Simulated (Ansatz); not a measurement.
**Decaying states in the gap of BaSO**

A new crystal, BaSO: structure, gap and complex bands. It is built by putting S for part of the O in the BaO2 structure of space group I4/mmm, with the volume rescaled by atomic radii. The parent structure comes from the Materials Project.

Method: PBEsol DFT, plane waves, PAW files, in the first sound run; inputs show where later runs differ, in Ansatz 0.2.0.

Most raw output is cut from this account.

The structure was built from a prototype and need not be the compound's stable phase.

## Step 1: Starting point

Symmetry: I4mm, No. 107, tetragonal system. The conventional cell has a = 4.027 Å, b = 4.027 Å, c = 7.238 Å, α = 90.00°, β = 90.00°, γ = 90.00°. Nearest to Ba lie 5 S at 2.83 to 2.95 Å and 5 O at 2.83 to 2.95 Å. Nearest to O lie 1 S at 1.57 Å and 5 Ba at 2.83 to 2.95 Å. Nearest to S lie 1 O at 1.57 Å. It derives from BaO2. S for part of the O in the BaO2 structure of space group I4/mmm. Farther neighbours and most contacts between anions are not listed.

Coordinates:

```cif
data_structure
_symmetry_space_group_name_H-M 'I4mm'
_symmetry_Int_Tables_number 107
_cell_length_a 4.0271
_cell_length_b 4.0271
_cell_length_c 7.2380
_cell_angle_alpha 90.000
_cell_angle_beta 90.000
_cell_angle_gamma 90.000
_cell_volume 117.38
loop_
_atom_site_label
_atom_site_type_symbol
_atom_site_symmetry_multiplicity
_atom_site_Wyckoff_symbol
_atom_site_fract_x
_atom_site_fract_y
_atom_site_fract_z
_atom_site_occupancy
Ba1 Ba 2 a 0.00000 0.00000 0.00000 1
O1 O 2 a 0.00000 0.00000 0.39166 1
S1 S 2 a 0.50000 0.50000 0.10834 1
```

## Step 2: Relaxing the new crystal

The substituted atoms don't fit the parent's cell, so cell and atoms relax together. A small smearing keeps the run stable in case the gap closes on the way.

Contents of input.yaml:

```yaml
crystal:
  lattice:
    - [-2.0135493273, 2.0135493273, 3.6190231497]
    - [2.0135493273, -2.0135493273, 3.6190231497]
    - [2.0135493273, 2.0135493273, -3.6190231497]
  atoms:
    - { symbol: Ba, position: [0.0, 0.0, 0.0] }
    - { symbol: O, position: [0.39166423, 0.39166423, 0.0] }
    - { symbol: S, position: [0.60833577, 0.60833577, 0.0] }
kpoints:
  mp_grid: { grid: [8, 8, 8] }
scf:
  occupations: { method: gaussian, width: 0.03 }
hamiltonian:
  xc: pbesol
output:
  forces: true
  stress: true
relax:
  f_tol: 0.02
  max_steps: 60
  cell: {}
```

Command:

```console
$ ansatz run input.yaml --threads 2 --pin off --max-ram 4096MiB --backend cpu --events-out ev --progress --plain --runs-dir out
```

Elapsed: 13 s, on 2 threads of AMD EPYC 9R45, shared host; peak memory 0.47 GiB; 25 s of CPU time.

Step by step:

```tsv
step	energy less that of the first step (eV)	largest force component (eV/Å)	pressure (GPa)	volume (Å³)
1	0.0000	3.0024	9.89	58.69
2	-0.1508	2.0906	0.70	66.52
3	-0.2321	0.8415	0.36	65.29
4	-0.2609	0.0762	0.40	64.77
5	-0.2632	0.0649	0.05	65.39
6	-0.2639	0.0249	0.02	65.85
7	-0.2640	0.0029	0.00	65.85
8*	-0.2865	0.0053	0.49	65.85
9	-0.2870	0.0126	-0.03	66.82
10	-0.2870	0.0074	0.03	66.83
11	-0.2870	0.0012	0.00	66.83
12*	-0.2886	0.0010	0.01	66.83
```

Relaxation steps marked * repeat the geometry before them on a plane-wave basis chosen anew for their cell, so energy and pressure can jump there.

Forces are held to the 8 operations that the run works with; a distortion that breaks them can't arise in this run.

```tsv
conventional cell, symmetrised	before	after	change
a (Å)	4.027	4.292	+6.6 %
b (Å)	4.027	4.292	+6.6 %
c (Å)	7.238	7.255	+0.2 %
volume (Å³/atom)	19.56	22.28	+13.9 %
```

The atoms that moved most (Å, as changes of fractional coordinates times the final cell):

```tsv
atom	dx	dy	dz	length
Ba1	0.000	0.000	0.185	0.185
O2	0.000	0.000	-0.141	0.141
S3	0.000	0.000	-0.044	0.044
```

The relaxed structure:

```xyz
3
Lattice="-2.1462 2.1462 3.6273 2.1462 -2.1462 3.6273 2.1462 2.1462 -3.6273" Properties=species:S:1:pos:R:3 pbc="T T T"
Ba    0.0000    0.0000    0.1845
O     0.0000    0.0000    2.7007
S     0.0000    0.0000    4.3695
```

Numbers from this step:

| Quantity | Value |
| --- | --- |
| free energy | -7310.8978 eV |
| Fermi energy | 8.237 eV |
| pressure | 0.006809 GPa |

The largest force component on a free atom ends at 0.0010 eV/Å.

## Step 3: The bulk crystal and its band edges

The energy window and the wavevectors of the next steps follow from the band edges, so these are searched first, off the mesh as well.

Contents of input.yaml:

```yaml
crystal:
  lattice:
    - [-2.1462212975, 2.1462212975, 3.6273445071]
    - [2.1462212975, -2.1462212975, 3.6273445071]
    - [2.1462212975, 2.1462212975, -3.6273445071]
  atoms:
    - { symbol: Ba, position: [0.0254372793, 0.0254372793, 0.0] }
    - { symbol: O, position: [0.3722671397, 0.3722671397, 0.0] }
    - { symbol: S, position: [0.602295581, 0.602295581, 0.0] }
kpoints:
  mp_grid: { grid: [8, 8, 8] }
  band_path: { path: [VBM, CBM], npoints: 30 }
scf:
  occupations: { method: fixed }
hamiltonian:
  xc: pbesol
output:
  eigenvalues: true
  write_potential: true
  write_density: true
  volumetric_format: npy
```

The job ended after 2.6 s (2 threads; peak memory 0.43 GiB; 5 s of CPU time).

This step gave:

| Item | Value |
| --- | --- |
| Fermi energy | 7.785 eV |
| gap on the k-mesh | 0.9042 eV |
| gap on path | 0.9042 eV, by band count; negative where bands overlap |
| direct gap on path | 0.9042 eV |
| edge places on path | 0, 0 1/A along the path |

Levels at VBM (eV): -5.40, -4.10, -4.10, 0.00, 0.00, 0.90, 2.00, 4.56, 5.88.

The searched edges give 0.904 eV, as on the mesh.

## Step 4: Complex bands, plane (110), k-mesh 8×8×8

This step: PBEsol DFT, plane waves, PAW files; complex bands by layer matching along the plane's normal (Ansatz 0.2.0).

The same crystal is laid in a cell whose first two vectors span the (110) plane (indices of the standard conventional cell, whose axes can be ordered otherwise than in the bulk input). At fixed energy and wavevector in the plane the solver finds all kz, real and complex. A few wavevectors are listed, (0, 0), (-0.5, -0.5) and (0.5, 0) in units of the plane's reciprocal vectors; the slowest state needn't be among them.

Contents of input.yaml:

```yaml
crystal:
  lattice:
    - [4.729710339, 0.0, 0.0]
    - [0.834109528, 4.655579576, 0.0]
    - [1.947800405, -2.327789788, 3.035215267]
  atoms:
    - { symbol: Ba, position: [0.0254372793, 0.0254372793, 0.0] }
    - { symbol: O, position: [0.3722671397, 0.3722671397, 0.0] }
    - { symbol: S, position: [0.602295581, 0.602295581, 0.0] }
kpoints:
  mp_grid: { grid: [8, 8, 8] }
scf:
  occupations: { method: fixed }
hamiltonian:
  xc: pbesol
output:
  eigenvalues: true
  transmission:
    leads: [[0, 0]]
    kpoints: [[0.0, 0.0], [-0.5, -0.5], [0.5, 0.0]]
    e_range: [-1.0, 1.9]
    de: 0.07
```

Run time: 6.8 s. Hardware: 2 threads; peak memory 0.54 GiB.

This step gave:

* gap on the k-mesh: 0.9043 eV
* level to which the leads are filled: 0.4521 eV from the Fermi level
* decay constant at the filling level, zone centre: 0.2585 Å⁻¹
* decay constant at the filling level, slowest listed point: 0.1763 Å⁻¹

K parallel (0, 0); values up to 1.5 1/Å, a degenerate pair printed once or twice; energies at which all values exceed this have no row. Im kz of the slowest decaying states against energy, zero at the highest filled level on the SCF mesh:

```tsv
energy (eV)	decay 1 (Å⁻¹)	decay 2 (Å⁻¹)	decay 3 (Å⁻¹)	decay 4 (Å⁻¹)
-1.00	0.233	0.295	0.520	0.643
-0.79	0.251	0.345	0.507	0.647
-0.58	0.261	0.373	0.493	0.654
-0.37	0.266	0.387	0.481	0.662
-0.16	0.0574	0.268	0.391	0.474
-0.02	0.190	0.267	0.389	0.473
0.05	0.221	0.267	0.387	0.474
0.26	0.264	0.277	0.377	0.479
0.40	0.260	0.297	0.367	0.482
0.61	0.254	0.316	0.350	0.486
0.82	0.245	0.325	0.327	0.488
1.03	0.233	0.300	0.328	0.488
1.24	0.217	0.267	0.327	0.486
1.45	0.197	0.226	0.322	0.482
1.66	0.168	0.173	0.313	0.476
1.87	0.0856	0.124	0.299	0.468
```

K parallel (-0.5, -0.5); values up to 1.5 1/Å, a degenerate pair printed once or twice; energies at which all values exceed this have no row. Im kz of the slowest decaying states against energy, zero at the highest filled level on the SCF mesh:

```tsv
energy (eV)	decay 1 (Å⁻¹)	decay 2 (Å⁻¹)	decay 3 (Å⁻¹)	decay 4 (Å⁻¹)
-1.00	0.343	0.490	0.496	0.612
-0.79	0.349	0.497	0.542	0.991
-0.58	0.353	0.521	0.533	0.948
-0.37	0.356	0.524	0.715	0.874
-0.16	0.357	0.431	0.515	0.936
-0.02	0.358	0.510	0.722	1.00
0.05	0.0779	0.125	0.358	0.507
0.26	0.165	0.189	0.356	0.501
0.40	0.184	0.194	0.355	0.497
0.61	0.152	0.220	0.352	0.492
0.82	0.0850	0.232	0.347	0.487
1.03	0.235	0.340	0.480	0.921
1.24	0.229	0.332	0.473	0.937
1.45	0.215	0.322	0.464	0.955
1.66	0.187	0.309	0.453	0.962
1.87	0.129	0.292	0.441	0.939
```

K parallel (-0.5, -0.5). Re kz of states that move upwards against energy, zero at the highest filled level on the SCF mesh:

```tsv
energy (eV)	channel 1 (Å⁻¹)	channel 2 (Å⁻¹)
-1.00	-0.428	-
-0.86	-0.388	-
-0.72	-0.348	-
-0.58	-0.305	-
-0.44	-0.259	-
-0.30	-0.207	-
-0.16	-0.552	-0.146
-0.02	-0.0929	-0.0491
0.12	-	-
0.26	-	-
0.40	-	-
0.47	-	-
0.61	-	-
0.75	-	-
0.89	-	-
1.03	0.107	-
1.17	0.158	-
1.31	0.199	-
1.45	0.233	-
1.59	0.264	-
1.73	0.293	-
1.87	0.320	-
```

K parallel (0.5, 0); values up to 1.5 1/Å, a degenerate pair printed once or twice; energies at which all values exceed this have no row. Im kz of the slowest decaying states against energy, zero at the highest filled level on the SCF mesh:

```tsv
energy (eV)	decay 1 (Å⁻¹)	decay 2 (Å⁻¹)	decay 3 (Å⁻¹)	decay 4 (Å⁻¹)
-1.00	0.410	0.855	1.13	-
-0.86	0.359	0.898	1.12	-
-0.79	0.279	0.458	0.913	1.11
-0.65	0.236	0.273	0.515	0.935
-0.51	0.280	0.302	0.538	0.951
-0.44	0.284	0.322	0.544	0.957
-0.30	0.290	0.351	0.552	0.966
-0.23	0.292	0.362	0.555	0.970
-0.09	0.295	0.378	0.556	0.975
-0.02	0.296	0.385	0.556	0.977
0.05	0.297	0.390	0.556	0.978
0.12	0.297	0.395	0.554	0.979
0.26	0.296	0.402	0.551	0.980
0.40	0.294	0.407	0.546	0.978
0.47	0.292	0.408	0.543	0.977
0.61	0.287	0.410	0.537	0.973
0.75	0.281	0.409	0.529	0.966
0.82	0.277	0.408	0.525	0.961
0.96	0.268	0.405	0.516	0.948
1.10	0.256	0.399	0.507	0.933
1.17	0.248	0.395	0.502	0.925
1.31	0.229	0.386	0.491	0.907
1.38	0.217	0.380	0.485	0.898
1.52	0.184	0.365	0.473	0.878
1.66	0.121	0.342	0.460	0.857
1.73	0.0382	0.327	0.453	0.845
1.87	0.275	0.439	0.821	0.936
```

At the listed wavevectors the last open channel is at -0.02 eV and the next at +0.96 eV on the grid. At +0.47 eV, the grid energy nearest the filling level (the middle of the gap on the SCF mesh), the slowest state at the listed wavevectors decays with κ = 0.176 Å⁻¹, its amplitude falling by e over 5.7 Å. Through 1 nm of this crystal that state's transmission falls by exp(−2 × 0.176 Å⁻¹ × 10 Å) = 0.029.

## Step 5: Decaying states in the gap, plane (001), k-mesh 6×6×6

The same for the (001) plane, at (0, 0) and (0.5, 0), to see how the decay depends on direction.

Contents of input.yaml:

```yaml
crystal:
  lattice:
    - [4.292442595, 0.0, 0.0]
    - [0.0, 4.292442595, 0.0]
    - [2.146221298, 2.146221298, 3.627344507]
  atoms:
    - { symbol: Ba, position: [0.9745627207, 0.9745627207, 0.0508745586] }
    - { symbol: O, position: [0.6277328603, 0.6277328603, 0.7445342794] }
    - { symbol: S, position: [0.397704419, 0.397704419, 0.204591162] }
kpoints:
  mp_grid: { grid: [6, 6, 6] }
scf:
  occupations: { method: fixed }
hamiltonian:
  xc: pbesol
output:
  eigenvalues: true
  transmission:
    leads: [[0, 0]]
    kpoints: [[0.0, 0.0], [0.5, 0.0]]
    e_range: [-1.0, 1.9]
    de: 0.07
```

It took 3.8 s on 2 threads; peak memory 0.49 GiB.

Numbers from this step:

- free energy: -7310.8977 eV
- gap on the k-mesh: 0.9041 eV
- level to which the leads are filled: 0.4520 eV from the Fermi level
- decay constant at the filling level, zone centre: 0.2276 Å⁻¹
- decay constant at the filling level, slowest listed point: 0.2277 Å⁻¹

K parallel (0, 0); values up to 1.5 1/Å, a degenerate pair printed once or twice; energies at which all values exceed this have no row. Im kz of the slowest decaying states against energy, zero at the highest filled level on the SCF mesh:

```tsv
energy (eV)	decay 1 (Å⁻¹)	decay 2 (Å⁻¹)	decay 3 (Å⁻¹)	decay 4 (Å⁻¹)
-1.00	0.308	0.706	0.807	1.06
-0.86	0.304	0.698	0.779	1.04
-0.72	0.300	0.689	0.750	1.02
-0.58	0.295	0.679	0.720	1.00
-0.44	0.289	0.668	0.688	0.982
-0.30	0.283	0.654	0.655	0.962
-0.16	0.275	0.618	0.640	0.940
-0.02	0.267	0.579	0.623	0.919
0.12	0.188	0.258	0.536	0.602
0.26	0.247	0.281	0.489	0.576
0.40	0.235	0.365	0.435	0.537
0.61	0.212	0.336	0.474	0.813
0.75	0.194	0.245	0.486	0.788
0.89	0.0748	0.171	0.495	0.762
1.03	0.142	0.502	0.734	1.09
1.17	0.0999	0.507	0.706	1.07
1.31	0.512	0.676	1.04	-
1.45	0.515	0.644	1.02	-
1.59	0.517	0.611	0.997	-
1.73	0.518	0.574	0.972	-
1.87	0.518	0.534	0.946	-
```

K parallel (0, 0). Table of Re kz of states that move upwards by energy, zero at the highest filled level on the SCF mesh:

```tsv
energy (eV)	channel 1 (Å⁻¹)	channel 2 (Å⁻¹)	channel 3 (Å⁻¹)
-1.00	0.276	0.276	-
-0.93	0.306	0.306	-
-0.79	0.363	0.363	-
-0.72	0.391	0.391	-
-0.58	0.447	0.447	-
-0.51	0.476	0.476	-
-0.44	0.506	0.506	-
-0.30	0.572	0.572	-
-0.23	0.609	0.609	-
-0.09	0.706	0.706	-
-0.02	0.791	0.791	-
0.12	-	-	-
0.19	-	-	-
0.26	-	-	-
0.40	-	-	-
0.47	-	-	-
0.61	-	-	-
0.68	-	-	-
0.75	-	-	-
0.89	-	-	-
0.96	-0.716	-	-
1.10	-0.582	-	-
1.17	-0.532	-	-
1.31	-0.447	-0.430	0.512
1.38	-0.408	-0.381	0.561
1.45	-0.371	-0.348	0.594
1.59	-0.296	-0.294	0.648
1.66	-0.269	-0.258	0.673
1.80	-0.216	-0.173	0.725
1.87	-0.186	-0.118	0.754
```

K parallel (0.5, 0); values up to 1.5 1/Å, a degenerate pair printed once or twice; energies at which all values exceed this have no row. Im kz of the slowest decaying states against energy, zero at the highest filled level on the SCF mesh:

```tsv
energy (eV)	decay 1 (Å⁻¹)	decay 2 (Å⁻¹)	decay 3 (Å⁻¹)	decay 4 (Å⁻¹)
-1.00	0.215	0.231	0.305	1.40
-0.86	0.298	1.38	-	-
-0.72	0.158	0.316	1.37	-
-0.58	0.272	0.328	1.35	-
-0.44	0.318	0.329	0.356	1.33
-0.30	0.308	0.367	0.377	1.32
-0.16	0.301	0.393	0.394	1.30
-0.02	0.294	0.404	0.415	1.29
0.12	0.287	0.414	0.431	1.27
0.26	0.279	0.421	0.445	1.25
0.40	0.271	0.426	0.455	1.23
0.61	0.257	0.432	0.467	1.21
0.75	0.246	0.434	0.474	1.19
0.89	0.235	0.436	0.478	1.17
1.03	0.222	0.436	0.482	1.15
1.17	0.207	0.435	0.484	1.13
1.31	0.191	0.434	0.486	1.11
1.45	0.171	0.431	0.486	1.09
1.59	0.148	0.428	0.486	1.07
1.73	0.118	0.424	0.485	1.05
1.87	0.0751	0.419	0.483	1.03
```

At the listed wavevectors the last open channel is at -0.02 eV and the next at +0.96 eV on the grid. At +0.47 eV, the grid energy nearest the filling level (the middle of the gap on the SCF mesh), the slowest state at the listed wavevectors decays with κ = 0.228 Å⁻¹, its amplitude falling by e over 4.4 Å; the first such run, plane (110), gave 0.176 Å⁻¹.

## Step 6: Band edges at another level, cutoff 1142.88 eV

This step: PBEsol DFT, plane waves, norm-conserving files (Ansatz 0.2.0).

The edges again with norm-conserving files, at the same atoms. Against that run the cutoff is 1143 eV against 420.

Contents of input.yaml:

```yaml
crystal:
  lattice:
    - [-2.1462212975, 2.1462212975, 3.6273445071]
    - [2.1462212975, -2.1462212975, 3.6273445071]
    - [2.1462212975, 2.1462212975, -3.6273445071]
  atoms:
    - { symbol: Ba, position: [0.0254372793, 0.0254372793, 0.0] }
    - { symbol: O, position: [0.3722671397, 0.3722671397, 0.0] }
    - { symbol: S, position: [0.602295581, 0.602295581, 0.0] }
kpoints:
  mp_grid: { grid: [8, 8, 8] }
  band_path: { path: [VBM, CBM], npoints: 30 }
scf:
  occupations: { method: fixed }
hamiltonian:
  xc: pbesol
  pseudopotentials: { kind: nc }
output:
  eigenvalues: true
```

It took 11 s on 2 threads; peak memory 0.55 GiB; 21 s of CPU time.

Numbers from this step:

```yaml
free_energy: -1513.2192 eV
fermi_energy: 7.835 eV
gap_on_the_k_mesh: 0.9068 eV
gap_on_path: 0.9068 eV, by band count; negative where bands overlap
direct_gap_on_path: 0.9068 eV
```

Levels at VBM (eV): -5.42, -4.10, -4.10, 0.00, 0.00, 0.91, 1.98, 4.56, 5.87.

The searched edges give 0.907 eV, as on the mesh.

(Part 1 of 2 ends here.)

[Logs are printed without paths, hosts, clocks, repeated set-up lines and the standing remarks that a program may print on its own settings, such as how far it seeks lower states.]

[Hosts, paths, dates, database ids (printed as entryN), source tags and the programs' standing remarks are cut or masked in the printed files.]
